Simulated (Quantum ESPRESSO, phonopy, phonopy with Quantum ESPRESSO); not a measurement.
# Al (Fm-3m): a volume series of phonon spectra, part 6 of 6

Wanted: mode Grüneisen parameters of Al and a free-energy fit over volumes.

Measurements to reproduce:
- volume expansion coefficient 69 1e-6/K and heat capacity C_P per formula unit 24.2 J/mol/K near room temperature (given in “High-Throughput Prediction of Finite-Temperature Properties using the Quasi-Harmonic Approximation”, 2016, arXiv:1603.06924)

Quantum ESPRESSO 7.5; DFT PBEsol, scalar-relativistic, plane waves, PseudoDojo norm-conserving pseudopotentials.

So far. Step 15 (Lattice dynamics at this volume, V/V0 1.03): The time given is that of the one pw.x run on a displaced cell behind this step. Step 16 (Ground state at this cell, V/V0 0.97): The run ends at a pressure of 2.71 GPa.

## Step 17: A displaced supercell

One atom (for the harmonic constants) or a pair of atoms (for the cubic ones) is moved by a few hundredths of an ångström; the forces on all atoms give a column of force constants. The threshold is tight because the forces are small.

System of this step: Al. The structure is orthorhombic, space group Imm2 (No. 44). Conventional cell: a = 8.426 Å, b = 11.916 Å, c = 8.426 Å, α = 90.00°, β = 90.00°, γ = 90.00°. Nearest to Al lie 12 Al at 2.79 to 2.83 Å. Al has 12 Al at 2.79 to 2.81 Å nearest. Nearest to Al lie 12 Al at 2.81 to 2.83 Å. Al has 12 Al at 2.80 to 2.81 Å nearest. Nearest to Al lie 12 Al at 2.81 Å. Nearest to Al lie 12 Al at 2.81 to 2.82 Å.

Input file disp-00001.in:

```
&CONTROL
  calculation = 'scf'
  prefix      = 'x'
  outdir      = './tmp'
  pseudo_dir  = './pseudo'
  tprnfor     = .true.
  disk_io     = 'none'
/
&SYSTEM
  ibrav       = 0
  nat         = 27
  ntyp        = 1
  ecutwfc     = 40.0
  occupations = 'smearing'
  smearing    = 'mv'
  degauss     = 0.02
/
&ELECTRONS
  conv_thr         = 1.0d-11
  mixing_beta      = 0.7
  electron_maxstep = 100
/
ATOMIC_SPECIES
 Al     26.9815  Al.upf
CELL_PARAMETERS angstrom
     0.000000000    5.957922099    5.957922099
     5.957922099    0.000000000    5.957922099
     5.957922099    5.957922099    0.000000000
ATOMIC_POSITIONS crystal
 Al     0.002373669   0.000000000   0.000000000
 Al     0.333333333   0.000000000   0.000000000
 Al     0.666666667   0.000000000   0.000000000
 Al     0.000000000   0.333333333   0.000000000
 Al     0.333333333   0.333333333   0.000000000
 Al     0.666666667   0.333333333   0.000000000
 Al     0.000000000   0.666666667   0.000000000
 Al     0.333333333   0.666666667   0.000000000
 Al     0.666666667   0.666666667   0.000000000
 Al     0.000000000   0.000000000   0.333333333
 Al     0.333333333   0.000000000   0.333333333
 Al     0.666666667   0.000000000   0.333333333
 Al     0.000000000   0.333333333   0.333333333
 Al     0.333333333   0.333333333   0.333333333
 Al     0.666666667   0.333333333   0.333333333
 Al     0.000000000   0.666666667   0.333333333
 Al     0.333333333   0.666666667   0.333333333
 Al     0.666666667   0.666666667   0.333333333
 Al     0.000000000   0.000000000   0.666666667
 Al     0.333333333   0.000000000   0.666666667
 Al     0.666666667   0.000000000   0.666666667
 Al     0.000000000   0.333333333   0.666666667
 Al     0.333333333   0.333333333   0.666666667
 Al     0.666666667   0.333333333   0.666666667
 Al     0.000000000   0.666666667   0.666666667
 Al     0.333333333   0.666666667   0.666666667
 Al     0.666666667   0.666666667   0.666666667
K_POINTS automatic
 5 5 5 0 0 0
```

The run is started by

```bash
$ OMP_NUM_THREADS=1 mpirun -n 8 pw.x -nk 8 -in disp-00001.in > disp-00001.out
```

The log of the run:

```text
[banner, memory and clock lines left out]
Program PWSCF v.7.5

     Message from routine setup:
     using ibrav=0 with symmetry is DISCOURAGED, use correct ibrav instead

     G-vector sticks info

     bravais-lattice index     =            0
     lattice parameter (alat)  =      15.9224  a.u.
     unit-cell volume          =    2854.3752 (a.u.)^3
     number of atoms/cell      =           27
     number of atomic types    =            1
[...]
atom    2 type  1   force =     0.00000000    0.00090861    0.00090861
     atom    3 type  1   force =    -0.00000000    0.00083426    0.00083426
[...]
atom   26 type  1   force =     0.00000055    0.00000592    0.00000592
     atom   27 type  1   force =     0.00000278   -0.00000888   -0.00000888

     Total force =     0.005116     Total SCF correction =     0.000003
     Message from routine punch:
     Nothing written, as per user request (disk_io='none')
[key lines of the parts left out:]
!    total energy              =    -125.28092472 Ry
the Fermi energy is     8.5195 ev
convergence has been achieved in  12 iterations
```

Wall time 1.9 min (8 MPI ranks of Arm Neoverse V2, shared host); 15 min of CPU time.

## Step 18: Phonons, V/V0 0.97

This step: DFT PBEsol, scalar-relativistic, plane waves, PseudoDojo norm-conserving pseudopotentials (phonopy with Quantum ESPRESSO 4.10.0 / 7.5).

Wall time 1.9 min (8 threads).

Phonopy, no LO-TO term. The phonon branches at the labelled points (cm⁻¹):

| point | branch 1 | branch 2 | branch 3 |
| --- | --- | --- | --- |
| Γ | 0 | 0 | 0 |
| halfway | 153 | 153 | 257 |
| X | 219 | 219 | 347 |
| halfway | 216 | 238 | 339 |
| U | 209 | 278 | 317 |
| jump to K | 209 | 278 | 317 |
| halfway | 133 | 179 | 273 |
| Γ | 0 | 0 | 0 |
| halfway | 117 | 117 | 252 |
| L | 169 | 169 | 358 |
| halfway | 194 | 239 | 334 |
| W | 236 | 292 | 292 |
| halfway | 228 | 243 | 332 |
| X | 219 | 219 | 347 |

The phonon branches as a text plot (rows in cm⁻¹):

```
    351 |            **                         ******          *
    336 |          **  **                      *      *      ***
    321 |         *      **                            *    *
    306 |                  *****                        *  *
    291 |       **         *                 **          **
    276 |                 *     *                       *  *
    261 |     **         *  **                         *    *
    246 |               *                   *         *      *
    231 |             **         **                      *******
    216 |          *******    **                     *  *      **
    201 |    *    *       **               *          **
    187 |       **          **                      **
    172 |                       *               *****
    157 |     **              **   **          *
    142 |  **                            **  **
    127 |    *                  ***
    112 |                                   *
     97 |                        **        *
     82 |  **                      ***
     67 | *                        **   ***
     52 |
     37 | *                          *  *
     22 |
      7 |*                            **
         Γ           X  U|K            Γ         L        W     X
```

No mode is imaginary beyond numerical noise along the path.

The time given is that of the one pw.x run on a displaced cell behind this step.

## Step 19: Self-consistent run, V/V0 1.05

A tight ground state at this cell gives the energy of this member; its pressure is the stress at this cutoff, which can carry an offset from the finite basis.

This step: DFT PBEsol, scalar-relativistic, plane waves, PseudoDojo norm-conserving pseudopotentials (Quantum ESPRESSO 7.5).

System of this step: Al. It takes space group Fm-3m (No. 225, cubic). The conventional cell has a = 4.078 Å, b = 4.078 Å, c = 4.078 Å, α = 90.00°, β = 90.00°, γ = 90.00°. Nearest to Al lie 12 Al at 2.88 Å.

Input file scf.in:

```
&CONTROL
  calculation = 'scf'
  prefix      = 'x'
  outdir      = './tmp'
  pseudo_dir  = './pseudo'
  tprnfor     = .true.
  tstress     = .true.
/
&SYSTEM
  ibrav       = 0
  nat         = 1
  ntyp        = 1
  ecutwfc     = 40.0
  occupations = 'smearing'
  smearing    = 'mv'
  degauss     = 0.02
/
&ELECTRONS
  conv_thr         = 1.0d-12
  mixing_beta      = 0.7
  electron_maxstep = 100
/
ATOMIC_SPECIES
 Al     26.9815  Al.upf
CELL_PARAMETERS angstrom
     0.000000000    2.039135509    2.039135509
     2.039135509    0.000000000    2.039135509
     2.039135509    2.039135509    0.000000000
ATOMIC_POSITIONS crystal
 Al     0.000000000   0.000000000   0.000000000
K_POINTS automatic
 16 16 16 0 0 0
```

The run is started by

```bash
$ OMP_NUM_THREADS=1 mpirun -n 8 pw.x -nk 8 -in scf.in > scf.out
```

The log of the run:

```text
[banner, memory and clock lines left out]
Program PWSCF v.7.5

     Message from routine setup:
     using ibrav=0 with symmetry is DISCOURAGED, use correct ibrav instead

     G-vector sticks info

     bravais-lattice index     =            0
     lattice parameter (alat)  =       5.4495  a.u.
     unit-cell volume          =     114.4366 (a.u.)^3
     number of atoms/cell      =            1
     number of atomic types    =            1
[...]
Total force =     0.000000     Total SCF correction =     0.000000

     Computing stress (Cartesian axis) and pressure

          total   stress  (Ry/bohr**3)                   (kbar)     P=      -36.30
  -0.00024676   0.00000000   0.00000000          -36.30        0.00        0.00
   0.00000000  -0.00024676   0.00000000            0.00      -36.30        0.00
   0.00000000   0.00000000  -0.00024676            0.00        0.00      -36.30

     XML data file, charge density, pseudopotentials, collected wavefunctions
[key lines of the parts left out:]
!    total energy              =      -4.63990580 Ry
the Fermi energy is     7.6226 ev
convergence has been achieved in   6 iterations
```

The job ended after 1.4 s (8 MPI ranks; 10 s of CPU time).

The run ends at a pressure of -3.63 GPa.

## Step 20: A displaced supercell

One atom (for the harmonic constants) or a pair of atoms (for the cubic ones) is moved by a few hundredths of an ångström; the forces on all atoms give a column of force constants. The threshold is tight because the forces are small.

System of this step: Al. It takes space group Imm2 (No. 44, orthorhombic). Conventional cell: a = 8.651 Å, b = 12.235 Å, c = 8.651 Å, α = 90.00°, β = 90.00°, γ = 90.00°. Al has 12 Al at 2.86 to 2.90 Å nearest. Nearest to Al lie 12 Al at 2.86 to 2.88 Å. Al has 12 Al at 2.88 to 2.90 Å nearest. Nearest to Al lie 12 Al at 2.87 to 2.88 Å. Nearest to Al lie 12 Al at 2.88 Å. Nearest to Al lie 12 Al at 2.88 to 2.89 Å.

Changes to disp-00001.in since step 17:

```diff
@@ -25,7 +25,7 @@
 CELL_PARAMETERS angstrom
-     0.000000000    5.957922099    5.957922099
-     5.957922099    0.000000000    5.957922099
-     5.957922099    5.957922099    0.000000000
+     0.000000000    6.117406526    6.117406526
+     6.117406526    0.000000000    6.117406526
+     6.117406526    6.117406526    0.000000000
 ATOMIC_POSITIONS crystal
- Al     0.002373669   0.000000000   0.000000000
+ Al     0.002311786   0.000000000   0.000000000
  Al     0.333333333   0.000000000   0.000000000
```

The run is started by

```bash
$ OMP_NUM_THREADS=1 mpirun -n 8 pw.x -nk 8 -in disp-00001.in > disp-00001.out
```

The log of the run:

```text
[banner, memory and clock lines left out]
Program PWSCF v.7.5

     Message from routine setup:
     using ibrav=0 with symmetry is DISCOURAGED, use correct ibrav instead

     G-vector sticks info

     bravais-lattice index     =            0
     lattice parameter (alat)  =      16.3486  a.u.
     unit-cell volume          =    3089.7876 (a.u.)^3
     number of atoms/cell      =           27
     number of atomic types    =            1
[...]
atom    2 type  1   force =    -0.00000000    0.00067136    0.00067136
     atom    3 type  1   force =     0.00000000    0.00060696    0.00060696
[...]
atom   26 type  1   force =     0.00000162    0.00001242    0.00001242
     atom   27 type  1   force =     0.00000262   -0.00001295   -0.00001295

     Total force =     0.003710     Total SCF correction =     0.000003
     Message from routine punch:
     Nothing written, as per user request (disk_io='none')
[key lines of the parts left out:]
!    total energy              =    -125.26949585 Ry
the Fermi energy is     7.6842 ev
convergence has been achieved in  13 iterations
```

Run time: 3.3 min. Hardware: 8 MPI ranks.

## Step 21: Lattice dynamics at this volume, V/V0 1.05

This step: DFT PBEsol, scalar-relativistic, plane waves, PseudoDojo norm-conserving pseudopotentials (phonopy with Quantum ESPRESSO 4.10.0 / 7.5).

Run time: 3.3 min. Hardware: 8 threads; 27 min of CPU time.

Phonopy, no LO-TO term. The phonon branches at the labelled points (cm⁻¹):

| point | branch 1 | branch 2 | branch 3 |
| --- | --- | --- | --- |
| Γ | 0 | 0 | 0 |
| halfway | 125 | 125 | 219 |
| X | 180 | 180 | 294 |
| halfway | 180 | 198 | 288 |
| U | 176 | 235 | 270 |
| jump to K | 176 | 235 | 270 |
| halfway | 112 | 151 | 233 |
| Γ | 0 | 0 | 0 |
| halfway | 98 | 98 | 215 |
| L | 146 | 146 | 308 |
| halfway | 166 | 204 | 286 |
| W | 200 | 249 | 249 |
| halfway | 190 | 204 | 282 |
| X | 180 | 180 | 294 |

The phonon branches as a text plot (rows in cm⁻¹):

```
    301 |                                       *****
    289 |          ******                      *     **      ****
    276 |         *      **                            *
    263 |                  *****                        *  **
    250 |       **         *                 **          **
    237 |                 *     *                       *  *
    224 |     **         *  **                         *    *
    212 |               *                   *
    199 |              *                              *  ******
    186 |            **       ** **                  *  *    ****
    173 |    *     **  *****               *           *
    160 |         *         **                      ***
    147 |       **              *               *****
    135 |                     **   **          *
    122 |  ** **                         **  **
    109 |                       ***
     96 |    *                              *
     83 |                        **
     71 |  **                      ***     *
     58 | *                        **   *
     45 |                                **
     32 | *                          *
     19 |                               *
      6 |*                            **
         Γ           X  U|K            Γ         L        W     X
```

No mode is imaginary beyond numerical noise along the path.

The time given is that of the one pw.x run on a displaced cell behind this step.

## Step 22: Mode Grüneisen parameters

This step: DFT PBEsol, scalar-relativistic, plane waves, PseudoDojo norm-conserving pseudopotentials (phonopy 4.10.0).

This step gave:

```
share of modes with a negative Grüneisen parameter : 0
```

Mean Grüneisen, by row:

| T (K) | heat-capacity-weighted mean | root mean square |
| --- | --- | --- |
| 50 | 2.145 | 2.152 |
| 100 | 2.086 | 2.092 |
| 200 | 2.063 | 2.068 |
| 300 | 2.058 | 2.063 |
| 500 | 2.055 | 2.06 |
| 800 | 2.054 | 2.059 |

The mean mode Grueneisen parameter by wavenumber:

| wavenumber (cm⁻¹) | mean mode Grueneisen parameter |
| --- | --- |
| 6 | - |
| 17 | - |
| 28 | 2.48 |
| 39 | 2.39 |
| 51 | 2.39 |
| 62 | 2.34 |
| 73 | 2.37 |
| 84 | 2.31 |
| 96 | 2.26 |
| 107 | 2.25 |
| 118 | 2.24 |
| 130 | 2.13 |
| 141 | 2.13 |
| 152 | 2.08 |
| 163 | 2.04 |
| 175 | 2.06 |
| 186 | 2.1 |
| 197 | 2.12 |
| 208 | 2.11 |
| 220 | 2.09 |
| 231 | 2.03 |
| 242 | 2.01 |
| 253 | 2.01 |
| 265 | 1.98 |
| 276 | 1.95 |
| 287 | 1.95 |
| 298 | 1.95 |
| 310 | 1.95 |
| 321 | 1.93 |
| 332 | 1.88 |

Volume series, by row:

| V/V0 | V (Å³/atom) | pressure (GPa) | E - E0 (meV/atom) | gap (eV) | zero-point energy (meV/atom) | lowest on the path (cm⁻¹) | highest at Gamma without the LO-TO term (cm⁻¹) |
| --- | --- | --- | --- | --- | --- | --- | --- |
| 0.97 | 15.67 | 2.714 | 4.027 | 0 | 42.86 | 0 | - |
| 0.985 | 15.91 | 1.3 | 0.987 | 0 | 41.59 | 0 | - |
| 1 | 16.15 | -0.001 | 0 | 0 | 40.35 | 0 | - |
| 1.015 | 16.39 | -1.198 | 0.904 | 0 | 39.13 | 0 | - |
| 1.03 | 16.63 | -2.299 | 3.548 | 0 | 37.93 | 0 | - |
| 1.05 | 16.96 | -3.63 | 9.535 | 0 | 36.36 | 0 | - |

Grüneisen at points, by row:

| point | branch | frequency (cm⁻¹) | mode Grüneisen parameter |
| --- | --- | --- | --- |
| X | 1 | 203.9 | 2.38 |
| X | 3 | 326.5 | 2.02 |
| U | 1 | 195.9 | 2.14 |
| U | 2 | 261.3 | 2.05 |
| U | 3 | 299.1 | 1.99 |
| K | 1 | 195.9 | 2.14 |
| K | 2 | 261.3 | 2.05 |
| K | 3 | 299.1 | 1.99 |
| L | 1 | 160.3 | 1.85 |
| L | 3 | 338.7 | 1.87 |
| W | 1 | 222.6 | 2.04 |
| W | 2 | 275.4 | 2.01 |

## Step 23: Free-energy fit

This step gave:

```
volume expansion coefficient at 300 K : 67.33 1e-6/K
isothermal bulk modulus at 300 K      : 73.45 GPa
C_P at 300 K                          : 23.86 J/mol-atom/K
Grüneisen parameter at 300 K          : 2.152
```

Energy (each curve on its own zero) against volume; values in meV/atom:

| volume (Å³/atom) | static | F at 0 K | F at 300 K | F at 950 K |
| --- | --- | --- | --- | --- |
| 15.666 | 4.03 | 7.18 | 10.7 | 23.6 |
| 15.908 | 0.99 | 2.87 | 5.09 | 13.0 |
| 16.150 | 0 | 0.65 | 1.5 | 4.44 |
| 16.392 | 0.9 | 0.33 | -0.22 | -2.35 |
| 16.635 | 3.55 | 1.78 | -0.24 | -7.52 |
| 16.958 | 9.54 | 6.19 | 2.15 | -12.2 |

Phonopy-qha, vinet fit of F(V) at each temperature; no electronic free energy. Qha vinet, by row:

| T (K) | fitted volume (Å³/atom) | alpha_V (1e-6/K) | B_T (GPa) | C_P (J/mol-atom/K) | Grueneisen |
| --- | --- | --- | --- | --- | --- |
| 75 | 16.32 | 22.38 | 80 | 8.166 | 2.12 |
| 100 | 16.33 | 33.52 | 79.5 | 12.44 | 2.103 |
| 125 | 16.35 | 42.22 | 78.89 | 15.69 | 2.106 |
| 150 | 16.37 | 48.72 | 78.21 | 18.03 | 2.112 |
| 175 | 16.39 | 53.62 | 77.49 | 19.74 | 2.118 |
| 200 | 16.41 | 57.43 | 76.73 | 21.01 | 2.124 |
| 225 | 16.44 | 60.5 | 75.94 | 21.98 | 2.131 |
| 250 | 16.46 | 63.08 | 75.13 | 22.73 | 2.138 |
| 275 | 16.49 | 65.32 | 74.3 | 23.35 | 2.145 |
| 300 | 16.51 | 67.33 | 73.45 | 23.86 | 2.152 |
| 325 | 16.54 | 69.18 | 72.58 | 24.29 | 2.161 |
| 350 | 16.57 | 70.93 | 71.69 | 24.67 | 2.169 |
| 375 | 16.6 | 72.62 | 70.79 | 25.01 | 2.178 |
| 400 | 16.63 | 74.28 | 69.86 | 25.32 | 2.187 |
| 425 | 16.66 | 75.93 | 68.92 | 25.61 | 2.197 |
| 450 | 16.7 | 77.58 | 67.96 | 25.88 | 2.207 |
| 475 | 16.73 | 79.26 | 66.99 | 26.14 | 2.218 |
| 500 | 16.76 | 80.98 | 65.99 | 26.39 | 2.229 |

The volume expansion coefficient, phonopy-qha, Vinet by temperature:

| temperature (K) | volume expansion coefficient, phonopy-qha, Vinet (1e-6/K) |
| --- | --- |
| 75 | 22.4 |
| 100 | 33.5 |
| 125 | 42.2 |
| 150 | 48.7 |
| 175 | 53.6 |
| 200 | 57.4 |
| 225 | 60.5 |
| 250 | 63.1 |
| 275 | 65.3 |
| 300 | 67.3 |
| 325 | 69.2 |
| 350 | 70.9 |
| 375 | 72.6 |
| 400 | 74.3 |
| 425 | 75.9 |
| 450 | 77.6 |
| 475 | 79.3 |
| 500 | 81.0 |

The fit gives a volume expansion of 67.3 × 10⁻⁶/K at 300 K.

## Step 24: What came out

| Item | Value |
| --- | --- |
| volume expansion coefficient at 300 K | 67.33 1e-6/K |
| isothermal bulk modulus at 300 K | 73.45 GPa |
| C_P at 300 K | 23.86 J/mol-atom/K |
| Grüneisen parameter at 300 K | 2.152 |
| mean mode Grüneisen parameter at 300 K | 2.06 |

What this shows: Near room temperature Al expands by 67.3 × 10⁻⁶/K in volume by PBEsol, with C_P = 23.9 J/(mol K) per mole of atoms and B_T = 73.5 GPa. The q-mesh is coarse, and the expansion can converge slowly with it. The table stops at 500 K because beyond it the fitted volume comes within 1 % of the largest computed cell, where the fit loses its support. C_P at room temperature is 96 % of the classical 3R an atom. A measured volume expansion coefficient near room temperature is 69 1e-6/K (arXiv:1603.06924); the calculated 67.3 1e-6/K differs by -2 %. A measured heat capacity per formula unit near room temperature is 24.2 J/mol/K (arXiv:1603.06924); the calculated 23.9 J/mol/K differs by -1 %. The fit leaves out the electrons' free energy, which adds to C_P and to the expansion of a metal at high temperature. The heat-capacity-weighted Grüneisen parameter goes from 2.15 at 50 K to 2.05 at 800 K. Weighting γ by the density of states and each mode's heat capacity at 300 K, modes below 110 cm⁻¹ give about 6 % of the sum of γC that drives the expansion, those up to 230 cm⁻¹ 59 % and the rest 36 %. Among the labelled points γ is largest for branch 1 at X (204 cm⁻¹, 2.4) and smallest for branch 1 at L (160 cm⁻¹, 1.9). The supercell is small: only its own wavevectors are exact, and branches between them are interpolated and can be misplaced.

[Logs are printed without paths, hosts, clocks, repeated set-up lines and the standing remarks that a program may print on its own settings, such as how far it seeks lower states.]

[Hosts, paths, dates, database ids (printed as entryN), source tags and the programs' standing remarks are cut or masked in the printed files.]

[A step with changed settings may run another functional than the one named; its input shows which.]

[Of the runs on displaced cells, only some may be shown.]
